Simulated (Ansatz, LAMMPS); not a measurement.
# Liquid Zn38Se23S15 at 2200 K (76 atoms): a single point, part 2 of 2

What does DFT give for liquid Zn38Se23S15 at 2200 K (76 atoms) as built?

Ansatz 0.2.0; Kohn-Sham DFT, PBEsol, PAW (set soft_2), plane waves.

The cell: 38 Zn, 23 Se and 15 S. The network of bonds at the start is that of the classical potential that made the cell. Sampling is at Γ alone, for a cell whose shortest periodic width is 12 Å.

So far. Step 3 (Plane-wave single point): Valence density in the ac plane at fractional y = 0.313, with atoms of Zn and Se and S within 0.2 Å of it. It is the smooth field of the valence electrons, not physical close to the nuclei.

## (3) Plane-wave single point (continued)

Electrostatic potential energy in the ac plane at fractional y = 0.313, with atoms of Zn and Se and S within 0.2 Å of it. With pseudopotentials it is smooth inside the atoms' cores, unlike the true potential.

Values in eV, 13 rows by 16 columns, each cell a mean:
```
 -1   7   1 -12   1  10  11  12  11  10  -3 -17  -1   9   7  -5
 -9 -16   2   8  10  11  11  11  11  11  10   9   9  11  11   8
-19 -27  -2   7   9  11  11   7  -3  -1   9  11  11  11  11   7
  3   4   8   9  10  10  10  -1  -8  -9   6  10  10  10   2  -2
 -4   9   9   9  10  10  10   8  -1   2   4 -10  -2   5  -9  -4
  5   8  -8 -18   1  10  10  10  10  10   1 -24 -12   7  -2  -5
  6   7 -16 -27  -4  10  10   9   9  10   4   1   7  10   9   4
 -8   6   7   4   6   5   7  -2   1   2 -25 -23   6  10   1  -8
 -7   7  11   9 -18 -27  -2   0   3   6 -12  -9   9  11   3  -8
  8  10  11  11  -3 -11   6  10  10  11  11  11  12  12  11   9
  9  10  11  11  11  11  11   0  -5   9  12  12  12  12  11  10
  8  10   8   4   8  11   8 -21 -27   0   8   5   9  10   9   6
 -7   7  -5 -26  -8   9  10   3  -1   8 -10 -27  -7   8   3 -12
```
Columns run along a (11.9 Å; values clipped at the 3rd and 97th percentile), rows up along c (11.9 Å). Atoms in or near the plane, at fractional coordinates: Zn at (0.07, 0.82), Zn at (0.20, 0.52), Zn at (0.71, 0.01), Se at (0.95, 0.64), Se at (0.98, 0.39), S at (0.67, 0.39), S at (0.50, 0.11).

Within 0.4 eV of the Fermi level the largest share is Se p (48 % of the projected weight).

## (4) Distances and neighbours

These statistics describe the geometry on which the runs were made.

Density 4.69 g/cm³, 22.30 Å³ an atom.

g(r), total and by pair (bins of 0.2 Å):

```
r (Å)  total  Zn-Zn  Zn-Se  Zn-S  Se-Se  Se-S   S-S
 2.20   0.23   0.00   0.45  0.46   0.00  0.00  0.00
 2.40   1.50   0.17   2.00  4.29   0.00  0.00  0.00
 2.60   1.88   0.42   3.79  2.83   0.00  0.58  0.00
 2.80   1.12   0.59   1.70  1.99   0.00  0.50  0.00
 3.00   0.96   0.94   1.47  0.93   1.09  0.00  0.00
 3.20   1.04   1.64   0.53  0.81   1.71  0.56  2.34
 3.40   1.14   1.48   0.87  0.61   1.77  1.18  2.12
 3.60   1.08   1.36   0.59  0.56   0.78  1.78  4.25
 3.80   1.15   1.35   1.02  0.41   2.12  1.62  0.85
 4.00   1.14   1.24   0.53  1.19   1.92  1.96  0.76
 4.20   0.83   1.38   0.65  0.61   0.57  0.66  1.05
 4.40   1.00   0.82   1.04  0.62   1.70  1.10  1.85
 4.60   0.95   0.70   0.81  1.23   1.20  1.11  1.15
 4.80   0.83   0.77   1.03  0.77   0.55  0.77  0.77
 5.00   0.96   1.05   0.84  1.09   1.02  0.78  0.95
 5.20   0.92   0.86   0.92  1.18   0.94  0.65  0.67
 5.40   1.08   0.96   1.29  0.85   0.87  1.34  1.02
 5.60   1.16   1.25   1.22  1.59   0.40  0.75  0.77
 5.80   0.96   0.80   0.87  1.38   0.91  1.05  0.35
```

Bonds by pair of elements; cutoffs follow the first minimum of g(r), held within bounds set by covalent radii, and pairs that aren't listed don't count as bonded:

```
pair A-B  cutoff (Å)  bonds  mean length (Å)  spread (Å)  shortest (Å)  B about A  A about B
   Zn-Se        3.22     91             2.70       0.238          2.23       2.40       3.96
    Zn-S        3.02     55             2.57       0.182          2.28       1.45       3.67
    Se-S        2.54      1             2.54           0          2.54      0.043      0.067
```

The cutoff for Zn-S falls short of the minimum of g(r), so counts run low and odd coordinations can be artefacts.

How many atoms have how many bonded neighbours:

```
element  mean  2  3   4  5  6
      S  3.73  2  5   5  1  2
     Se     4  2  8   5  4  4
     Zn  3.84  1  9  23  5  0
```

Bond angles (no mean is given where the spread exceeds 20°):

```
   angle  count  mean (°)  spread (°)
Zn-Se-Zn    151         -           -
 S-Zn-Se    101         -           -
 Zn-S-Zn     84         -           -
Se-Zn-Se     83         -           -
  S-Zn-S     32         -           -
```

Bond length by coordination (bonds to H left out):

```
element  coordination  atoms  mean bond length (Å)
      S             2      2                  2.63
      S             3      5                  2.53
      S             4      5                  2.49
      S             5      1                  2.70
      S             6      2                  2.67
     Se             2      2                  2.40
     Se             3      8                  2.62
     Se             4      5                  2.70
     Se             5      4                  2.73
     Se             6      4                  2.79
     Zn             2      1                  2.76
     Zn             3      9                  2.60
     Zn             4     23                  2.64
     Zn             5      5                  2.74
```

Rings of the network by King's shortest-path rule, up to 12 atoms, one path for each pair of neighbours; H, halogens, alkali and alkaline-earth atoms are left out:

```
ring size (atoms)  rings  per network atom
                3      1             0.013
                4     35             0.461
                5      2             0.026
                6     77              1.01
                7      4             0.053
                8     66             0.868
                9      2             0.026
               10      9             0.118
```

Rings of 6 atoms are the most common (39 % of those counted); sizes run from 3 to 10.

Local excerpt of 14 atoms (numbers count through the whole input) about Se54, which bears the longest force; x, y, z are measured from there.

```
atom      x      y      z  distance (Å)  bonds     Fx     Fy  Fz (eV/Å)
Se54   0.00   0.00   0.00          0.00      3   1.66  -0.26       0.93
 Zn4   1.05  -2.02   1.11          2.53      4   0.13  -0.11      -0.80
Zn23   2.38   0.64  -0.88          2.61      3   0.03  -0.43      -0.27
 Zn5   1.48   0.46   2.64          3.06      4   0.71   0.25       0.20
Se59  -2.26  -2.31  -0.50          3.27      2   0.29  -1.01       0.00
Zn13   1.05   3.00   0.90          3.31      3  -0.42  -0.25      -0.38
Se61  -2.67   1.74   1.22          3.42      3  -0.01  -0.95       0.90
Se41  -0.40   3.16  -1.30          3.44      3   0.04   0.58       0.77
Se39   1.46  -2.60  -1.79          3.47      4   0.89  -0.17      -0.02
Zn28   1.24  -0.89  -3.44          3.77      4  -0.27   0.16      -0.67
Se50  -0.01   2.52   3.10          4.00      6   1.20  -0.58      -0.67
 Zn1  -2.20  -0.30   3.39          4.06      4  -0.01   1.20       0.67
 Zn3  -1.99   1.33  -3.52          4.26      4  -0.18   0.14      -0.92
Se47  -3.58  -0.06  -2.43          4.33      3  -0.95   0.41       0.30
```

## (5) Outcome

```yaml
free_energy_per_atom: -3456.6513 eV/atom
pressure: -4.916 GPa
r_m_s_force_component: 0.6451 eV/Å
wall_time_of_the_1_dft_run: 21 s
```

What this shows: 3 levels are partly filled, by over 2 % (at Γ alone): no clear gap opens at this level.

**Limits.** The force components of 0.65 eV/Å r.m.s. hold both thermal displacement and the mismatch between the potential that made the cell and DFT. The pressure of -4.9 GPa is that of one thermal frame, in which the classical model's bond lengths enter as well as the volume, without the kinetic term. The pressure of a single frame lacks the kinetic term.

[Long decimals in the printed logs are rounded to 6 places.]

[Logs are printed without paths, hosts, clocks, repeated set-up lines and the standing remarks that a program may print on its own settings, such as how far it seeks lower states.]

[Hosts, paths, dates, database ids (printed as entryN), source tags and the programs' standing remarks are cut or masked in the printed files.]
